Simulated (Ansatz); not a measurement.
# GaN (P6_3mc): how G0W0 depends on its starting point

One-shot GW is not self-consistent; how far does the start matter for GaN (P6_3mc)?

Main program and level: Ansatz 0.2.0; G0W0 on several functionals, plane waves, PAW.

The database entry behind the starting cell has ideal inner coordinates that were not refined, so it need not match the best structure at ambient conditions.

In doubt: masses and optical values from hybrid runs of this build are listed as unsure (step 4), which bears on the screening that GW takes from such a start.

## (1) The structure

It takes space group P6_3mc (No. 186, hexagonal). Conventional cell: a = 3.190 Å, b = 3.190 Å, c = 5.189 Å, α = 90.00°, β = 90.00°, γ = 120.00°. Ga has 4 N at 1.95 Å nearest. N has 4 Ga at 1.95 Å nearest. Farther neighbours and most contacts between anions are not listed.

As a file:

```
Ga N
1.0
     3.19000    0.00000    0.00000
    -1.59500    2.76262    0.00000
     0.00000    0.00000    5.18900
Ga N
2 2
Direct
  0.66667 0.33333 0.00000
  0.33333 0.66667 0.50000
  0.66667 0.33333 0.37500
  0.33333 0.66667 0.87500
```

The cell and positions come from the Crystallography Open Database and are kept as given unless a step says otherwise. The default PAW set here is soft_2. Its files were made with PBE.

## (2) G0W0 on PBE

Now the one-shot GW correction: screening in the RPA, then the self-energy of the levels asked for.

This step: G0W0 on PBE, plane waves, PAW.

Contents of input.yaml:

```yaml
crystal:
  lattice:
    - [3.19, 0.0, 0.0]
    - [-1.595, 2.7626210381, 0.0]
    - [0.0, 0.0, 5.189]
  atoms:
    - { symbol: Ga, position: [0.6666666667, 0.3333333333, 0.0] }
    - { symbol: Ga, position: [0.3333333333, 0.6666666667, 0.5] }
    - { symbol: "N", position: [0.6666666667, 0.3333333333, 0.375] }
    - { symbol: "N", position: [0.3333333333, 0.6666666667, 0.875] }
kpoints:
  mp_grid: { grid: [6, 6, 4] }
hamiltonian:
  xc: pbe
scf:
  occupations: { method: fixed }
gw:
  n_empty_bands: 136
  ecut_chi: 120
  qp_bands: [v2, c2]
  qp_kpoints: band_edges
  screening: { model: contour_deformation }
```

Command:

```
$ ansatz run input.yaml --threads 3 --pin off --max-ram 92160MiB --backend cuda --events-out ev --progress --plain --runs-dir out --devices 1 --max-vram 13GiB  # rebuilt from the run's record
```

Numbers of over 12 decimals in the logs are rounded to 6 here.

The log of the run:

```text
GPUs: using 1 of 1 available (devices: 1).
Engine: ansatz 0.2.0, x86_64-unknown-linux-gnu
Pseudopotentials: kind: paw
Pseudopotential: Ga, paw, valence charge 13, recommended cutoff 420 eV (normal), Ga.paw.azcp
Pseudopotential: N, paw, valence charge 5, recommended cutoff 420 eV (normal), N.paw.azcp
Functional definition: PBE
  parameter kappa = 0.804
  parameter beta = 0.066725
  exchange = pbe_x(kappa = kappa, mu = beta*pi^2/3)
  correlation = pbe_c(beta = beta)
device memory: the entry about to start is reckoned to put 0.6 GiB on a device that reports 50.7 GiB free (of which the cap on the GPU budget leaves the run 13.0 GiB)
GPU FFT provider: cuFFT
GPU libraries: cuBLAS 13.8.2, cuFFT 12.4.0, cuSOLVER 12.3.4
Crystal: 4 atoms, lattice volume = 45.729 Å³
Basis set: ecut = 420 eV, 917 PW (Γ)
Bands: 22, of which v1, the nominal top of the filled ones, is band 18 counted from 1 (17 counted from 0)
Symmetry: 12 space group operations
Space group: P63mc (ITA 186), of the structure as read, at distance tolerance 3.6e-5 Å
k-points: 21 of 144 (time reversal used)
Non-local potential: Ga, projectors of the file, l = 0: 2, l = 1: 2, l = 2: 3, l = 3: 1
Non-local potential: N, projectors of the file, l = 0: 2, l = 1: 2, l = 2: 1
PAW form: soft (Blöchl's): semilocal exchange-correlation on the pseudo side does not see the compensation charge
PAW one-centre angular grid: Ga, 590 points (default); XC on 64 Gauss nodes
PAW one-centre angular grid: N, 110 points (default); XC on 64 Gauss nodes
Initial density: superposition of atomic densities (neutral atoms: chi_scale 0, normalization atom), corrected by the library's trained network
Initial wavefunctions: pseudopotential atomic-orbital guess
GPU buffer pool allocated for 20736 grid points (all kernels)
GPU transforms: local potential and band sums: pruned to the plane-wave sphere, on 24×24×36
Functional: x = pbe(κ = 0.804, μ = 0.219515), c = pbe(β = 0.066725)
SCF iter   1: F=—  HF=-8335.810736 eV  |F-HF|=—  |Δ(HF+E_count)|=         —  Δρ=7.81e-4  dr2=1.40e-4  ethr=1.77e-3  ⟨swp⟩=3.3  Hψ=1750  notcnv=0  defer=13
preconditioner: auto → Resta (q_TF=auto, 2.622 Å⁻¹)  ε∞=5.0  [insulator: Δε(μ)=1.883 eV  Ē_g=16.570 eV  n_scr=22 (ndim 8)  ℏωp=32.9 eV  f_vac=0.009  ε∞_Penn≈5.0]
SCF iter   2: F=—  HF=-8335.811261 eV  |F-HF|=—  |Δ(HF+E_count)|=   5.25e-4  Δρ=3.95e-4  dr2=2.53e-5  ethr=3.88e-7  ⟨swp⟩=2.2  Hψ=1053  notcnv=0  defer=40
SCF iter   3: F=—  HF=-8335.811366 eV  |F-HF|=—  |Δ(HF+E_count)|=   1.05e-4  Δρ=2.10e-4  dr2=8.50e-6  ethr=7.02e-8  ⟨swp⟩=2.0  Hψ=782  notcnv=0  defer=8
SCF iter   4: F=—  HF=-8335.811407 eV  |F-HF|=—  |Δ(HF+E_count)|=   4.06e-5  Δρ=4.85e-5  dr2=8.19e-7  ethr=2.36e-8  ⟨swp⟩=2.0  Hψ=834  notcnv=0  defer=40
iter 5 did not close the SCF: its close was put off for the readings that it lacked (scf_convergence_deferred on its scf_iter line)
SCF iter   5: F=-8335.811409 eV  HF=-8335.811409 eV  |F-HF|=1.92e-7  |Δ(HF+E_count)|=   1.90e-6  Δρ=1.68e-5  dr2=9.42e-8  ethr=2.27e-9  ⟨swp⟩=2.0  Hψ=833  notcnv=0  defer=41
SCF iter   6: F=-8335.811409 eV  HF=-8335.811409 eV  |F-HF|=4.83e-9  |Δ(HF+E_count)|=   2.13e-7  Δρ=4.27e-6  dr2=6.44e-9  ethr=2.62e-10  ⟨swp⟩=3.0  Hψ=1789  notcnv=0
SCF 1 converged in 6 iterations: F = -8335.811409 eV  dr2 = 6.44e-9
  greatest PAW one-centre occupation: 0.995 electrons in one spin orbital (limit 2), on the Ga atom at site 0 (counted from 0), in its partial waves of l = 2
device memory: the entry about to start is reckoned to put 0.7 GiB on a device that reports 49.2 GiB free (of which the cap on the GPU budget leaves the run 13.0 GiB)
NSCF: frozen V_eff on 21 k-points, pencils in batches of 32, up to order 88
the band table was solved once the SCF had ended and its energy, with any forces and stress, was formed, with the checks that follow a solve (1889 applications of the Hamiltonian). They found nothing against the state; the energy, forces and stress were not computed again (output.eigenvalues in the input reference)
device memory: the entry about to start is reckoned to put 2.8 GiB on a device that reports 46.5 GiB free (of which the cap on the GPU budget leaves the run 13.0 GiB)
NSCF: frozen V_eff on 21 k-points
G₀W₀ screening: q 1/21
[... further progress lines ...]
SCF converged after 6 iterations
Free energy (F): -8335.811409 eV
Harris-Foulkes:  -8335.811409 eV  (|F-HF|=4.83e-9)
Internal energy: -8335.811409 eV  (E = F + TS)
E sigma→0 (E₀):  -8335.811409 eV
Fermi energy:    9.692075 eV
--- Per-component energies (eV) ---
  E_band       = -10.535397
  E_kinetic    = 494.519150
  E_local      = -3905.775046  (includes V_loc(G=0)·N_el)
  E_nonlocal   = 948.840992
  E_hartree    = 1797.598317
  E_xc         = -257.641510
  E_vxc        = -268.344821  (∫ρ·V_xc dr)
  E_paw        = -4240.844893  (= ΣΔE_a)
  E_vpaw       = -874.973783  (= ΣTr[D̂ρ^β])
  E_aug_tail   = 0.000128  (compensation charges beyond the density's cutoff)
  E_ewald      = -3172.508547
  E_smearing   = -0.000000  (= −TS)
  E_closure    = 0.000000  (closes the sum)
  Σ components = -8335.811409   (vs F -8335.811409, Δ=0.00e0)
--- Band table (eV; the first three rows and the last of 21) ---
  k-point 0: bands = [... 14 lower, 8.6474, 9.6278, 9.6921, 9.6921, 11.5806, 13.9342, 18.8719, 19.5675]
  k-point 1: bands = [... 14 lower, 8.7941, 8.7941, 9.5324, 9.5324, 12.7783, 14.0378, 18.4856, 19.2483]
  k-point 2: bands = [... 14 lower, 9.1568, 9.1568, 9.1568, 9.1568, 13.9164, 13.9164, 18.1708, 18.1708]
  k-point 20: bands = [... 14 lower, 5.5188, 5.5188, 8.1992, 8.1992, 16.1062, 16.1062, 16.9875, 16.9875]
--- G₀W₀: contour deformation, 6 samples at zero and on the imaginary axis and 2 off it, 144 q-points, 136 empty bands' worth ---
  eigenvalues of the whole cell's RPA ε∞ on this k-mesh (on a slab, of 1 + 4πα/V) = 5.9960, 6.0400, 6.0400; static W/v taken at q = 0 is 0.165901
  bands read: the sum over 154 bands ends inside a degenerate multiplet in 2 slots, whose members it reads at an even weight; the widest, k=2: bands 153 to 156 (counted from 1) at 2/4 each
  gw.qp_kpoints: band_edges: 15 of 21 stored k-points solved, in 1 pass; an edge of the gap read off the rows below is read off those points alone
    valence top: of the k-points left out ik 12 came nearest to being solved in a further pass, in band 18 (counted from 1, as in the quasiparticle table): it holds the edge there only if its correction is more favourable than any solved in that band by at least 0.924 eV; those differ by 0.310 eV
    conduction bottom: of the k-points left out ik 12 came nearest to being solved in a further pass, in band 19 (counted from 1, as in the quasiparticle table): it holds the edge there only if its correction is more favourable than any solved in that band by at least 2.651 eV; those differ by 0.569 eV
    ik  band        ε_KS         Σx   Σc(E_QP)       V_xc       Z   E_QP_lin       E_QP  E_QP is
     0    17      9.6921   -23.8523     3.1134   -20.2232  0.7707     9.1726     9.1763  root
     0    18      9.6921   -23.8523     3.1134   -20.2232  0.7707     9.1726     9.1763  root
     0    19     11.5806   -11.5318    -3.6269   -15.7615  0.8051    12.1874    12.1834  root
     0    20     13.9342   -10.1728    -4.3969   -15.2781  0.8107    14.6493    14.6425  root
     1    17      9.5324   -23.7165     3.1573   -20.0228  0.7703     8.9920     8.9960  root
     1    18      9.5324   -23.7165     3.1573   -20.0228  0.7703     8.9920     8.9960  root
     1    19     12.7783   -12.2011    -3.6187   -16.4856  0.7958    13.4496    13.4442  root
     1    20     14.0378   -10.1538    -4.4200   -15.2986  0.8075    14.7698    14.7625  root
     2    17      9.1568   -23.3769     3.2438   -19.5525  0.7693     8.5713     8.5763  root
     2    18      9.1568   -23.3769     3.2438   -19.5525  0.7693     8.5713     8.5763  root
     2    19     13.9164   -10.8533    -4.2723   -15.8803  0.7972    14.6792    14.6710  root
     2    20     13.9164   -10.8533    -4.2723   -15.8803  0.7972    14.6792    14.6710  root
     3    17      9.3416   -23.3861     3.1309   -19.7063  0.7704     8.7885     8.7928  root
     3    18      9.4554   -23.6096     3.1696   -19.8972  0.7700     8.9084     8.9126  root
     3    19     13.1071   -12.0107    -3.7297   -16.4345  0.7947    13.8072    13.8012  root
     3    20     15.2102   -10.4432    -4.6239   -15.8901  0.7997    16.0436    16.0331  root
     4    17      8.9767   -23.1163     3.2251   -19.2909  0.7693     8.3709     8.3764  root
     4    18      9.2447   -23.4126     3.2144   -19.6279  0.7696     8.6697     8.6744  root
     4    19     13.6835   -11.5171    -3.9810   -16.2238  0.7930    14.4163    14.4092  root
     4    20     15.2762   -10.4244    -4.6743   -15.9381  0.7955    16.1269    16.1156  root
     5    17      8.7641   -22.9721     3.3111   -19.0357  0.7681     8.1328     8.1389  root
     5    18      8.7641   -22.9721     3.3111   -19.0357  0.7681     8.1328     8.1389  root
     5    19     14.8185   -10.7499    -4.4858   -16.0394  0.7887    15.6325    15.6221  root
     5    20     14.8185   -10.7499    -4.4858   -16.0394  0.7887    15.6325    15.6221  root
[...]
18    17      6.6890   -21.3885     3.7040   -16.8725  0.7555     5.8629     5.8770  root
    18    18      7.0043   -21.7032     3.6866   -17.1906  0.7585     6.1641     6.1783  root
    18    19     14.8204    -7.4354    -4.1629   -11.8328  0.8206    15.0555    15.0548  root
    18    20     17.4703   -11.2738    -5.4606   -17.8980  0.7668    18.6669    18.6340  root
    20    17      8.1992   -22.2730     3.3886   -18.2362  0.7653     7.5442     7.5510  root
    20    18      8.1992   -22.2730     3.3886   -18.2362  0.7653     7.5442     7.5510  root
    20    19     16.1062    -9.5272    -4.7433   -14.9663  0.8053    16.8099    16.8021  root
    20    20     16.1062    -9.5272    -4.7433   -14.9663  0.8053    16.8099    16.8021  root
```

Wall time 19 s (1 × NVIDIA H100 80GB HBM3 (shared by 6 runs) with 3 threads of AMD EPYC 7R13 (Zen 3), shared host); peak memory 1.2 GiB.

This step gave:

* bands summed: 154
* RPA ε∞ on this mesh (eigenvalues): 5.996, 6.040, 6.040
* plane waves in the screening matrix: 135
* q-points in the mesh: 144
* G0W0 gap on the mesh: 3.007 eV
* k of the valence top: 0, 0, 0
* k of the conduction bottom: 0, 0, 0
* starting gap on the mesh: 1.889 eV
* Z at the valence top: 0.7707
* Z at the conduction bottom: 0.8051
* least direct G0W0 gap on the computed points: 3.007 eV

The gap on the mesh goes from 1.89 eV to 3.01 eV, a correction of +1.12 eV. Between the two edge states, bare exchange in place of the xc potential would open the gap by 7.86 eV, and correlation takes back 6.74 eV.

## (3) G0W0 on r2SCAN

One-shot GW remembers its start. Another functional's orbitals and levels show by how much.

This step: G0W0 on r2SCAN, plane waves, PAW.

Edit input.yaml of step 2 so:

```diff
@@ -13,3 +13,3 @@
 hamiltonian:
-  xc: pbe
+  xc: r2scan
 scf:
```

The log of the run:

```text
GPUs: using 1 of 1 available (devices: 1).
[...]
GPU FFT provider: cuFFT
GPU libraries: cuBLAS 13.8.2, cuFFT 12.4.0, cuSOLVER 12.3.4
Crystal: 4 atoms, lattice volume = 45.729 Å³
Basis set: ecut = 500 eV, 1141 PW (Γ), exchange–correlation on 96×96×160 points (64 copies of the dense FFT grid, shifted against one another)
Bands: 22, of which v1, the nominal top of the filled ones, is band 18 counted from 1 (17 counted from 0)
Symmetry: 12 space group operations
[...]
k-points: 21 of 144 (time reversal used)
[...]
GPU buffer pool allocated for 23040 grid points (all kernels)
[...]
SCF iter   1: F=—  HF=-8352.706452 eV  |F-HF|=—  |Δ(HF+E_count)|=         —  Δρ=1.25e-2  dr2=2.69e-2  dr2_τ=1.89e-1  ethr=1.77e-3  ⟨swp⟩=4.4  Hψ=1725  notcnv=0  defer=27
[...]
SCF iter   8: F=-8352.768524 eV  HF=-8352.768524 eV  |F-HF|=1.43e-8  |Δ(HF+E_count)|=   2.18e-8  Δρ=7.39e-6  dr2=2.49e-8  dr2_τ=4.12e-10  ethr=2.78e-10  ⟨swp⟩=2.0  Hψ=924  notcnv=0
SCF 1 converged in 8 iterations: F = -8352.768524 eV  dr2 = 2.49e-8
[...]
NSCF: frozen V_eff on 21 k-points, pencils in batches of 32, up to order 88
[...]
NSCF: frozen V_eff on 21 k-points
G₀W₀ screening: q 1/21
[... further progress lines ...]
SCF converged after 8 iterations
Free energy (F): -8352.768524 eV
[...]
Internal energy: -8352.768524 eV  (E = F + TS)
E sigma→0 (E₀):  -8352.768524 eV
Fermi energy:    9.415397 eV
[...]
--- Band table (eV; the first three rows and the last of 21) ---
  k-point 0: bands = [... 14 lower, 8.3410, 9.3535, 9.4154, 9.4154, 11.7191, 14.2096, 19.3457, 19.9640]
  k-point 1: bands = [... 14 lower, 8.4916, 8.4916, 9.2514, 9.2514, 12.9268, 14.3089, 18.9325, 19.6855]
  k-point 2: bands = [... 14 lower, 8.8648, 8.8648, 8.8648, 8.8648, 14.1464, 14.1464, 18.5926, 18.5926]
  k-point 20: bands = [... 14 lower, 5.1527, 5.1527, 7.8780, 7.8780, 16.4217, 16.4217, 17.2531, 17.2531]
[...]
0    17      9.4154   -23.9203     3.0465   -20.5462  0.7848     9.0867     9.0878  root
     0    18      9.4154   -23.9203     3.0465   -20.5462  0.7848     9.0867     9.0878  root
     0    19     11.7191   -11.1600    -3.6403   -15.4133  0.8185    12.3351    12.3321  root
     0    20     14.2096    -9.9339    -4.3218   -14.8873  0.8230    14.8451    14.8412  root
     1    17      9.2514   -23.7832     3.0848   -20.3520  0.7844     8.9038     8.9050  root
     1    18      9.2514   -23.7832     3.0848   -20.3520  0.7844     8.9038     8.9050  root
     1    19     12.9268   -11.8110    -3.6293   -16.1143  0.8100    13.6049    13.6008  root
     1    20     14.3089    -9.9225    -4.3415   -14.9149  0.8200    14.9640    14.9598  root
[...]
20    17      7.8780   -22.3182     3.2848   -18.5923  0.7793     7.4345     7.4368  root
    20    18      7.8780   -22.3182     3.2848   -18.5923  0.7793     7.4345     7.4368  root
    20    19     16.4217    -9.3073    -4.6160   -14.5087  0.8181    17.0111    17.0071  root
    20    20     16.4217    -9.3073    -4.6160   -14.5087  0.8181    17.0111    17.0071  root
```

Run time: 31 s. Hardware: 1 × NVIDIA H100 80GB HBM3 (shared by 6 runs) with 3 threads; peak memory 1.3 GiB; 53 s of CPU time.

Numbers from this step:

* bands summed: 154
* RPA ε∞ on this mesh (eigenvalues): 5.288, 5.299, 5.299
* plane waves in the screening matrix: 135
* q-points in the mesh: 144
* G0W0 gap on the mesh: 3.244 eV
* k of the valence top: 0, 0, 0
* k of the conduction bottom: 0, 0, 0
* starting gap on the mesh: 2.304 eV
* Z at the valence top: 0.7848
* Z at the conduction bottom: 0.8185
* least direct G0W0 gap on the computed points: 3.244 eV

Against the run with 6×6×4 mesh, 136 empty bands, screening to 120 eV on PBE, the gap moves by +0.24 eV, while the start moved by +0.42 eV.

## (4) G0W0 on HSE06

This step: G0W0 on HSE06, plane waves, PAW.

Edit input.yaml of step 3 so:

```diff
@@ -13,3 +13,3 @@
 hamiltonian:
-  xc: r2scan
+  xc: hse06
 scf:
```

The log of the run:

```text
GPUs: using 1 of 1 available (devices: 1).
[...]
davidson cushion auto → on  (no smearing: the cushion is to keep the highest requested band from converging to the state above it; pin scf.eigensolver.cushion to override)
[...]
GPU FFT provider: cuFFT
GPU libraries: cuBLAS 13.8.2, cuFFT 12.4.0, cuSOLVER 12.3.4
Crystal: 4 atoms, lattice volume = 45.729 Å³
Basis set: ecut = 420 eV, 917 PW (Γ)
[...]
1    19     13.2115   -11.3713    -3.6317   -15.4997  0.8266    13.7098    13.7083  root
     1    20     14.6414    -9.6682    -4.2177   -14.3392  0.8358    15.0960    15.0946  root
[...]
20    17      7.2651   -22.1515     3.0680   -18.9992  0.7977     7.1807     7.1808  root
    20    18      7.2651   -22.1515     3.0680   -18.9992  0.7977     7.1807     7.1808  root
    20    19     16.7410    -8.9461    -4.4558   -13.7977  0.8351    17.1381    17.1368  root
    20    20     16.7410    -8.9461    -4.4558   -13.7977  0.8351    17.1381    17.1368  root
[key lines of the parts left out:]
Free energy (F): -8336.817258 eV
Fermi energy:    8.861938 eV
```

Elapsed: 35 s, on 1 × NVIDIA H100 80GB HBM3 (shared by 6 runs) with 3 threads; peak memory 1.6 GiB.

This step gave:

* bands summed: 154
* RPA ε∞ on this mesh (eigenvalues): 4.548, 4.548, 4.565
* plane waves in the screening matrix: 135
* G0W0 gap on the mesh: 3.601 eV
* k of the valence top: 0, 0, 0
* k of the conduction bottom: 0, 0, 0
* starting gap on the mesh: 3.148 eV
* least direct G0W0 gap on the computed points: 3.601 eV

Against the run with 6×6×4 mesh, 136 empty bands, screening to 120 eV on r2SCAN, the gap moves by +0.36 eV, while the start moved by +0.84 eV.

## (5) The starts together

All on the 6×6×4 mesh with 136 empty bands and screening to 120 eV. Times are wall times on 1 × NVIDIA H100 80GB HBM3 (shared by 6 runs) with 3 threads of AMD EPYC 7R13 (Zen 3), shared host, good to a factor of about two.

| start | starting gap (eV) | shift (eV) | G0W0 gap (eV) | RPA ε∞ (harmonic mean) | Z (valence, conduction) | time |
| --- | --- | --- | --- | --- | --- | --- |
| PBE | 1.89 | +1.12 | 3.01 | 6.03 | 0.77, 0.81 | 19 s |
| r2SCAN | 2.30 | +0.94 | 3.24 | 5.30 | 0.78, 0.82 | 31 s |
| HSE06 | 3.15 | +0.45 | 3.60 | 4.55 | 0.80, 0.83 | 35 s |

The parts of the quasiparticle energy at the two band edges (eV; QP = start + Σx + Σc − Vxc):

| run | edge | start | Σx | Σc | Vxc | Z | QP |
| --- | --- | --- | --- | --- | --- | --- | --- |
| PBE | valence top | 9.69 | -23.85 | 3.11 | -20.22 | 0.77 | 9.18 |
| PBE | conduction bottom | 11.58 | -11.53 | -3.63 | -15.76 | 0.81 | 12.18 |
| r2SCAN | valence top | 9.42 | -23.92 | 3.05 | -20.55 | 0.78 | 9.09 |
| r2SCAN | conduction bottom | 11.72 | -11.16 | -3.64 | -15.41 | 0.82 | 12.33 |
| HSE06 | valence top | 8.86 | -23.60 | 2.86 | -20.73 | 0.80 | 8.85 |
| HSE06 | conduction bottom | 12.01 | -10.89 | -3.61 | -14.94 | 0.83 | 12.45 |

For a hybrid start, Vxc holds its share of exact exchange.

## (6) Summary of results

```yaml
g0w0_pbe: 3.01 eV (start 1.89 eV)
g0w0_r2scan: 3.24 eV (start 2.30 eV)
g0w0_hse06: 3.60 eV (start 3.15 eV)
known_limits: not at the basis limit; no spin-orbit coupling
```

The starting gaps span 1.26 eV and the G0W0 gaps 0.59 eV. Between PBE and HSE06, 0.59 eV of the 1.26 eV survives, 47 %. HSE06 screens less than PBE (ε∞ 4.55 against 6.03). Of the 0.59 eV by which its G0W0 gap is higher, the correlation part gives +0.27 eV, and exchange with the one-particle terms, which follow the orbitals, +0.32 eV. The smallest correction, +0.45 eV, is on HSE06, the start nearest to reproducing itself. Bands and cutoff are finite, so the gap is not at the basis limit. The miss can reach some tenths of an eV and take either sign; the mesh is an error of its own. The many-body steps are scalar-relativistic: spin-orbit coupling is not in them.

[Paths, hosts, dates, memory and timing lines, banners, echoed tables and standing remarks are left out of the program output.]

[Logs are printed without paths, hosts, clocks, repeated set-up lines and the standing remarks that a program may print on its own settings, such as how far it seeks lower states.]

[Runs of the session that timed out or met a known fault of the program may be left out.]

[Cells called generated may have been cut or substituted from an entry of the Crystallography Open Database or the Materials Project.]

[Hosts, paths, dates, database ids (printed as entryN), source tags and the programs' standing remarks are cut or masked in the printed files.]
